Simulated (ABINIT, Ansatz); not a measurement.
# Lattice dynamics of Tm (P6_3/mmc) in two programs, part 2 of 4

How does Tm (P6_3/mmc) vibrate, and is this structure a minimum?

ABINIT 10.8.3; DFT PBE, scalar-relativistic, plane waves, PseudoDojo norm-conserving, 4f in core pseudopotentials.

So far. Step 3 (Relaxing the cell and atoms): The volume changes by -0.1 % in this run and stands -0.1 % from the first cell. Step 4 (Ground state): The cell stands at -2.7 GPa: the relaxation ran with a smoothed and higher cutoff and on another k mesh. The relaxed cell has a = 3.543, c = 5.532 Å (conventional setting).

## Step 5: Linear response at Γ

At q = 0 one unit cell holds all displacements. The response is solved for single atoms along the cell's directions, and symmetry skips those that follow from others. The crystal is treated as a metal, which screens a static field, so no field response is asked.

dfpt_gamma.abi reads:

```

# common to the responses
getwfk_filepath "gso_WFK"
kptopt 2
nqpt 1
qpt 0.0 0.0 0.0
asr 0
chneut 0

# displacements
rfphon 1
rfatpol 1 2
rfdir 1 1 1
tolvrs 1.0d-10
prtwf 0
prtpot 1

# basis, mesh and filling
ecut 21.0
ngkpt 12 12 6
nshiftk 1
shiftk 0.0 0.0 0.0
istwfk *1
occopt 7
tsmear 0.01
nband 18
nstep 100
diemac 1000000.0
prtebands 0
prtgsr 0

# cell and atoms
acell 3*1.0 Angstrom
rprim 
    3.543304293 0.0 0.0
    -1.771652146 3.068591531 0.0
    0.0 0.0 5.532375221
ntypat 1
znucl 69
natom 2
typat 1 1
xred 
    1/3 2/3 0.25
    2/3 1/3 0.75
pp_dirpath "./pseudo"
pseudos "Tm.upf"
```

On the command line:

```bash
> OMP_NUM_THREADS=1 mpirun -n 16 abinit dfpt_gamma.abi > dfpt_gamma.log
```

Numbers of over 12 decimals in the logs are rounded to 6 here.

dfpt_gamma.abo, the main output file:

```text
[banners, grids, parts of the stress and lines that vanish by symmetry left out]
- input  file    -> dfpt_gamma.abi
- output file    -> dfpt_gamma.abo
- root for input  files -> dfpt_gammai
- root for output files -> dfpt_gammao

 Symmetries : space group P6_3/m m c (#194); Bravais hP (primitive hexag.)
================================================================================
 Values of the parameters that define the memory need of the present run (RF).
     intxc =       0      iscf =       7    lmnmax =       7     lnmax =       7
     mgfft =      45  mpssoang =       4    mqgrid =    3001     natom =       2
  nloc_mem =       1    nspden =       1   nspinor =       1    nsppol =       1
      nsym =      24    n1xccc =    2501    ntypat =       1    occopt =       7
   xclevel =       2
-    mband =          18        mffmem =           1         mkmem =          28
-   mkqmem =          28        mk1mem =          28           mpw =        1884
      nfft =       40500          nkpt =         436
- my_mband =          18
================================================================================
================================================================================

--------------------------------------------------------------------------------
------------- Echo of variables that govern the present computation ------------
--------------------------------------------------------------------------------
-
- outvars: echo of selected default values
-   iomode0 =  0 , fftalg0 =312 , wfoptalg0 =  0
-
- outvars: echo of global parameters not present in the input file
-  max_nthreads =    1
-
 -outvars: echo values of preprocessed input variables
 [... echo left out ...]
================================================================================

 chkinp: Checking input parameters for consistency.

[...]
== DATASET  1 ==================================================================
-   mpi_nproc: 16, omp_nthreads: 1 (-1 if OMP is not activated)

--- !DatasetInfo
iteration_state: {dtset: 1, }
dimensions: {natom: 2, nkpt: 436, mband: 18, nsppol: 1, nspinor: 1, nspden: 1, mpw: 1884, }
cutoff_energies: {ecut:  21.0, pawecutdg:  -1.0, }
electrons: {nelect:   2.20000000E+01, charge:   0.00000000E+00, occopt:   7.00000000E+00, tsmear:   1.00000000E-02, }
meta: {optdriver: 1, rfphon: 1, }
...

 mkfilename: getwfk from: gso_WFK

 Real(R)+Recip(G) space primitive vectors, cartesian coordinates (Bohr,Bohr^-1):
 R(1)=  6.6958747  0.0000000  0.0000000  G(1)=  0.1493457  0.0862248  0.0000000
 R(2)= -3.3479373  5.7987976  0.0000000  G(2)=  0.0000000  0.1724495  0.0000000
 R(3)=  0.0000000  0.0000000 10.4546740  G(3)=  0.0000000  0.0000000  0.0956510
 Unit cell volume ucvol=  4.0593431E+02 bohr^3
 Angles (23,13,12)=  9.00000000E+01  9.00000000E+01  1.20000000E+02 degrees
 setup1 : take into account q-point for computing boxcut.

 getcut: wavevector=  0.0000  0.0000  0.0000  ngfft=  30  30  45
         ecut(hartree)=     21.000   => boxcut(ratio)=   2.04017

--- Pseudopotential description ------------------------------------------------
- pspini: atom type   1  psp file is ./pseudo/Tm.upf

   1.22416756E+03                                ecore*ucvol(ha*bohr**3)
--------------------------------------------------------------------------------

 ==>  initialize data related to q vector <==

 The list of irreducible perturbations for this q vector is:
    1)    idir= 1    ipert=   1
    2)    idir= 3    ipert=   1

[...]
The perturbation idir=   2  ipert=   1 is
 symmetric of a previously calculated perturbation.
 So, its SCF calculation is not needed.

 The perturbation idir=   1  ipert=   2 is
 symmetric of a previously calculated perturbation.
 So, its SCF calculation is not needed.

 The perturbation idir=   2  ipert=   2 is
 symmetric of a previously calculated perturbation.
 So, its SCF calculation is not needed.

 The perturbation idir=   3  ipert=   2 is
 symmetric of a previously calculated perturbation.
 So, its SCF calculation is not needed.

--------------------------------------------------------------------------------
 Perturbation wavevector (in red.coord.)   0.000000  0.000000  0.000000
 Perturbation : displacement of atom   1   along direction   1
 Found     2 symmetries that leave the perturbation invariant.

[...]
dfpt_looppert : total number of electrons, from k and k+q
  fully or partially occupied states are    2.200000E+01 and    2.200000E+01.
 Initialisation of the first-order wave-functions :
  ireadwf=   0

--- !BeginCycle
iteration_state: {dtset: 1, }
solver: {iscf: 7, nstep: 100, nline: 4, wfoptalg: 0, }
tolerances: {tolvrs: 1.00E-10, }
...

     iter   2DEtotal(Ha)        deltaE(Ha) residm    vres2
-ETOT  1   1.041426     -1.058E+03 1.231E+00 8.238E+01
 ETOT  2  0.674328     -3.671E-01 3.150E-01 7.915E+00
 ETOT  3  0.667793     -6.534E-03 1.651E-02 2.830E-01
 ETOT  4  0.667561     -2.326E-04 1.365E-02 2.102E-03
 ETOT  5  0.667560     -6.834E-07 1.175E-03 4.046E-04
[...]
At SCF step   10       vres2   =  8.83E-13 < tolvrs=  1.00E-10 =>converged.
[...]
Mean square residual over all n,k,spin=   34.832E-10; max=  84.075E-07

 Thirteen components of 2nd-order total energy (hartree) are
 1,2,3: 0th-order hamiltonian combined with 1st-order wavefunctions
     kin0=   7.30371987E+02 eigvalue=   1.57332950E+02  local=  -4.05980916E+02
 4,5,6: 1st-order hamiltonian combined with 1st and 0th-order wfs
 loc psp =  -1.49284631E+03  Hartree=   3.80469634E+02     xc=  -9.33309471E+01
 note that "loc psp" includes a xc core correction that could be resolved
 7,8,9: eventually, occupation + non-local contributions
    edocc=   1.58264224E+02     enl0=   1.31325549E+02   enl1=  -6.24058658E+02
 1-9 gives the relaxation energy (to be shifted if some occ is /=2.0)
   erelax=  -1.05845248E+03
 10,11,12 Non-relaxation  contributions : frozen-wavefunctions and Ewald
 fr.local=   7.06618291E+02 fr.nonlo=   3.11955537E+02  Ewald=   9.42845307E+00
 13,14 Frozen wf xc core corrections (1) and (2)
 frxc 1  =  -1.51991595E+02  frxc 2 =   1.83109356E+02
 Resulting in :
 2DEtotal=    0.6675600398E+00 Ha. Also 2DEtotal=    0.181652340851E+02 eV
    (2DErelax=   -1.0584524826E+03 Ha. 2DEnonrelax=    1.0591200427E+03 Ha)
    (  non-var. 2DEtotal :    6.6756019840E-01 Ha)

[...]
Perturbation wavevector (in red.coord.)   0.000000  0.000000  0.000000
 Perturbation : displacement of atom   1   along direction   3
 Found     6 symmetries that leave the perturbation invariant.

--------------------------------------------------------------------------------

--------------------------------------------------------------------------------

 dfpt_looppert : total number of electrons, from k and k+q
  fully or partially occupied states are    2.200000E+01 and    2.200000E+01.
 Initialisation of the first-order wave-functions :
  ireadwf=   0

--- !BeginCycle
iteration_state: {dtset: 1, }
solver: {iscf: 7, nstep: 100, nline: 4, wfoptalg: 0, }
tolerances: {tolvrs: 1.00E-10, }
...

     iter   2DEtotal(Ha)        deltaE(Ha) residm    vres2
-ETOT  1   18.100279293850     -2.875E+03 2.573E+00 4.770E+04
[...]
ETOT  9   4.696604     -6.867E-10 2.665E-06 8.838E-09
 ETOT 10   4.696604      2.865E-11 7.338E-07 8.626E-11

 At SCF step   10       vres2   =  8.63E-11 < tolvrs=  1.00E-10 =>converged.
[...]
Mean square residual over all n,k,spin=   53.467E-11; max=  73.381E-08

 Thirteen components of 2nd-order total energy (hartree) are
 1,2,3: 0th-order hamiltonian combined with 1st-order wavefunctions
     kin0=   1.80989904E+03 eigvalue=   3.84073667E+02  local=  -1.00894835E+03
 4,5,6: 1st-order hamiltonian combined with 1st and 0th-order wfs
 loc psp =  -4.27645684E+03  Hartree=   1.24748721E+03     xc=  -2.30032232E+02
 note that "loc psp" includes a xc core correction that could be resolved
 7,8,9: eventually, occupation + non-local contributions
    edocc=   3.68392809E+02     enl0=   3.17669852E+02   enl1=  -1.50062715E+03
 1-9 gives the relaxation energy (to be shifted if some occ is /=2.0)
   erelax=  -2.88854200E+03
 10,11,12 Non-relaxation  contributions : frozen-wavefunctions and Ewald
 fr.local=   1.69998326E+03 fr.nonlo=   7.53951847E+02  Ewald=   3.63441658E+02
 13,14 Frozen wf xc core corrections (1) and (2)
 frxc 1  =  -3.70710551E+02  frxc 2 =   4.46572393E+02
 Resulting in :
 2DEtotal=    0.4696604447E+01 Ha. Also 2DEtotal=    0.127801117643E+03 eV
    (2DErelax=   -2.8885420023E+03 Ha. 2DEnonrelax=    2.8932386067E+03 Ha)
    (  non-var. 2DEtotal :    4.6966083939E+00 Ha)

[...]
---- first-order wavefunction calculations are completed ----

 ==> Compute Derivative Database <==

 [... matrices left out ...]
  Phonon wavevector (reduced coordinates) :  0.00000  0.00000  0.00000
 Phonon energies in Hartree :
  -8.231843E-06 -8.231842E-06  1.635275E-05  3.111184E-04  3.111184E-04
   5.280191E-04
 Phonon frequencies in cm-1    :
- -1.806681E+00 -1.806681E+00  3.589014E+00  6.828260E+01  6.828260E+01
-  1.158868E+02

== END DATASET(S) ==============================================================
================================================================================

 -outvars: echo values of variables after computation
            acell      1.8897261259E+00  1.8897261259E+00  1.8897261259E+00 Bohr
           etotal      4.6966044467E+00
            fcart      0.0000000000E+00  0.0000000000E+00  0.0000000000E+00
           strten      0.0000000000E+00  0.0000000000E+00  0.0000000000E+00
================================================================================
```

Wall time 64 s (16 MPI ranks of Arm Neoverse N1, shared host); 16 min of CPU time.

This step gave:

* largest acoustic frequency at the zone centre before the sum rule: 3.59 cm⁻¹
* highest optical zone-centre mode (no LO-TO term): 115.9 cm⁻¹
* lowest optical zone-centre mode: 68.28 cm⁻¹

The acoustic modes at Γ come out as far as 3.6 cm⁻¹ from zero, where they should vanish, a small numerical error.

## Step 6: Linear response on the mesh

Linear response treats each wavevector of the 4×4×2 mesh in the unit cell; the first-order potentials are kept for the electron-phonon matrix elements.

dfpt_q.abi reads:

```
ndtset 7

# wavevectors
qpt1 0.25 0.0 0.0
qpt2 0.5 0.0 0.0
qpt3 0.25 0.25 0.0
qpt4 0.0 0.0 0.5
qpt5 0.25 0.0 0.5
qpt6 0.5 0.0 0.5
qpt7 0.25 0.25 0.5

# displacements
getwfk_filepath "gso_WFK"
getwfq_filepath "gso_WFK"
kptopt 3
nqpt 1
rfphon 1
rfatpol 1 2
rfdir 1 1 1
tolvrs 1.0d-10
prtwf 0
prtpot 1

# basis, mesh and filling
ecut 21.0
ngkpt 12 12 6
nshiftk 1
shiftk 0.0 0.0 0.0
istwfk *1
occopt 7
tsmear 0.01
nband 18
nstep 100
diemac 1000000.0
prtebands 0
prtgsr 0

# cell and atoms
acell 3*1.0 Angstrom
rprim 
    3.543304293 0.0 0.0
    -1.771652146 3.068591531 0.0
    0.0 0.0 5.532375221
ntypat 1
znucl 69
natom 2
typat 1 1
xred 
    1/3 2/3 0.25
    2/3 1/3 0.75
pp_dirpath "./pseudo"
pseudos "Tm.upf"
```

On the command line:

```bash
> OMP_NUM_THREADS=1 mpirun -n 16 abinit dfpt_q.abi > dfpt_q.log
```

dfpt_q.abo, the main output file:

```text
[banners, grids, parts of the stress and lines that vanish by symmetry left out]
- input  file    -> dfpt_q.abi
- output file    -> dfpt_q.abo
- root for input  files -> dfpt_qi
[...]
DATASET    1 : space group P6_3/m m c (#194); Bravais hP (primitive hexag.)
[...]
nfft =       40500          nkpt =         864
[...]
DATASET    2 : space group P6_3/m m c (#194); Bravais hP (primitive hexag.)
[...]
nfft =       40500          nkpt =         864
[...]
DATASET    3 : space group P6_3/m m c (#194); Bravais hP (primitive hexag.)
[...]
nfft =       40500          nkpt =         864
[...]
DATASET    4 : space group P6_3/m m c (#194); Bravais hP (primitive hexag.)
[...]
nfft =       40500          nkpt =         864
[...]
DATASET    5 : space group P6_3/m m c (#194); Bravais hP (primitive hexag.)
[...]
nfft =       40500          nkpt =         864
[...]
DATASET    6 : space group P6_3/m m c (#194); Bravais hP (primitive hexag.)
[...]
nfft =       40500          nkpt =         864
[...]
DATASET    7 : space group P6_3/m m c (#194); Bravais hP (primitive hexag.)
[...]
nfft =       40500          nkpt =         864
[...]
== DATASET  1 ==================================================================
[...]
cutoff_energies: {ecut:  21.0, pawecutdg:  -1.0, }
[...]
Perturbation : displacement of atom   1   along direction   1
[...]
-ETOT  1   35.330371847757     -1.172E+03 1.632E+00 5.559E+05
 ETOT  2   84.168403011532      4.884E+01 8.827E-01 1.391E+06
 ETOT  3   1.876440     -8.229E+01 1.481E-01 1.846E+03
 ETOT  4   1.735831     -1.406E-01 3.234E-02 1.159E+01
 ETOT  5   1.732641     -3.190E-03 1.122E-02 1.068E-01
[...]
At SCF step   14       vres2   =  4.96E-12 < tolvrs=  1.00E-10 =>converged.
[...]
Perturbation : displacement of atom   1   along direction   2
[...]
-ETOT  1   1.632997     -1.070E+03 1.145E+00 7.215E+01
[...]
At SCF step   13       vres2   =  3.23E-13 < tolvrs=  1.00E-10 =>converged.
[...]
Perturbation : displacement of atom   1   along direction   3
[...]
-ETOT  1   11.402719821761     -2.789E+03 2.589E+00 1.666E+04
[...]
At SCF step   13       vres2   =  6.99E-11 < tolvrs=  1.00E-10 =>converged.
[...]
Phonon wavevector (reduced coordinates) :  0.25000  0.00000  0.00000
 Phonon energies in Hartree :
[...]
Phonon frequencies in cm-1    :
-  4.347871E+01  4.486776E+01  7.109050E+01  8.277655E+01  9.029332E+01
-  1.144602E+02
[...]
== DATASET  2 ==================================================================
[...]
cutoff_energies: {ecut:  21.0, pawecutdg:  -1.0, }
[...]
Perturbation : displacement of atom   1   along direction   1
[...]
-ETOT  1   12.302202703223     -1.213E+03 3.030E+00 4.144E+04
[...]
At SCF step   12       vres2   =  9.99E-11 < tolvrs=  1.00E-10 =>converged.
[...]
Perturbation : displacement of atom   1   along direction   2
[...]
-ETOT  1   2.329849     -1.083E+03 1.205E+00 7.034E+01
[...]
Perturbation : displacement of atom   1   along direction   3
[...]
-ETOT  1   7.564508     -2.712E+03 2.643E+00 2.319E+03
[...]
Phonon wavevector (reduced coordinates) :  0.50000  0.00000  0.00000
 Phonon energies in Hartree :
[...]
Phonon frequencies in cm-1    :
-  5.815212E+01  6.883913E+01  9.246850E+01  1.012048E+02  1.045504E+02
-  1.056911E+02
[...]
== DATASET  3 ==================================================================
[...]
cutoff_energies: {ecut:  21.0, pawecutdg:  -1.0, }
[...]
Perturbation : displacement of atom   1   along direction   1
[...]
-ETOT  1   6.806440     -1.144E+03 1.357E+00 2.254E+04
[...]
Perturbation : displacement of atom   1   along direction   3
[...]
-ETOT  1   7.685986     -2.713E+03 2.713E+00 3.091E+03
[...]
Phonon wavevector (reduced coordinates) :  0.25000  0.25000  0.00000
 Phonon energies in Hartree :
[...]
Phonon frequencies in cm-1    :
-  7.070379E+01  7.300242E+01  8.086330E+01  9.911153E+01  1.003704E+02
-  1.024699E+02
[...]
== DATASET  4 ==================================================================
[...]
cutoff_energies: {ecut:  21.0, pawecutdg:  -1.0, }
[...]
- 69.00000  11.00000  180302                  znucl, zion, pspdat
[...]
Perturbation : displacement of atom   1   along direction   1
[...]
-ETOT  1   5.317165     -1.141E+03 1.876E+00 1.125E+04
[...]
At SCF step   11       vres2   =  3.87E-11 < tolvrs=  1.00E-10 =>converged.
[...]
Perturbation : displacement of atom   1   along direction   3
[...]
-ETOT  1   20.733137037093     -2.737E+03 4.744E+00 5.983E+04
[...]
ETOT 11   4.550130      2.547E-11 9.564E-01 3.638E-10
 ETOT 12   4.550130     -3.911E-11 3.269E+00 2.897E-12
 At SCF step   12       vres2   =  2.90E-12 < tolvrs=  1.00E-10 =>converged.
[...]
Phonon wavevector (reduced coordinates) :  0.25000  0.25000  0.50000
 Phonon energies in Hartree :
[...]
Phonon frequencies in cm-1    :
-  5.619777E+01  5.619777E+01  9.030823E+01  9.030823E+01  1.030772E+02
-  1.030772E+02
[...]
fcart7     0.0000000000E+00  0.0000000000E+00  0.0000000000E+00
       
================================================================================
```

Run time: 34 min. Hardware: 16 MPI ranks; 8.7 h of CPU time.

Numbers from this step:

| Property | Result |
| --- | --- |
| lowest mode on the q mesh (acoustic ones at the zone centre apart) | 43.48 cm⁻¹ |

Frequencies (cm⁻¹) before the sum rule at the irreducible wavevectors but Γ, which is solved apart; negative means imaginary. Frequencies by wavevector:

```csv
q (fractions),star,mode 1,mode 2,mode 3,mode 4,mode 5,mode 6
0.25 0 0,6,43.48,44.87,71.09,82.78,90.29,114.5
0.5 0 0,3,58.15,68.84,92.47,101.2,104.5,105.7
0.25 0.25 0,6,70.7,73,80.86,99.11,100.4,102.5
0 0 0.5,1,49.37,49.37,49.37,49.37,82.36,82.36
0.25 0 0.5,6,64.91,64.91,65.52,65.52,95.15,95.15
0.5 0 0.5,3,68.96,68.96,78.79,78.79,101.8,101.8
0.25 0.25 0.5,6,56.2,56.2,90.31,90.31,103.1,103.1
```

(Part 2 of 4 ends here.)

[Host names and launcher messages were left out of these logs when they were recorded.]

[Logs are printed without paths, hosts, clocks, repeated set-up lines and the standing remarks that a program may print on its own settings, such as how far it seeks lower states.]

[Hosts, paths, dates, database ids (printed as entryN), source tags and the programs' standing remarks are cut or masked in the printed files.]
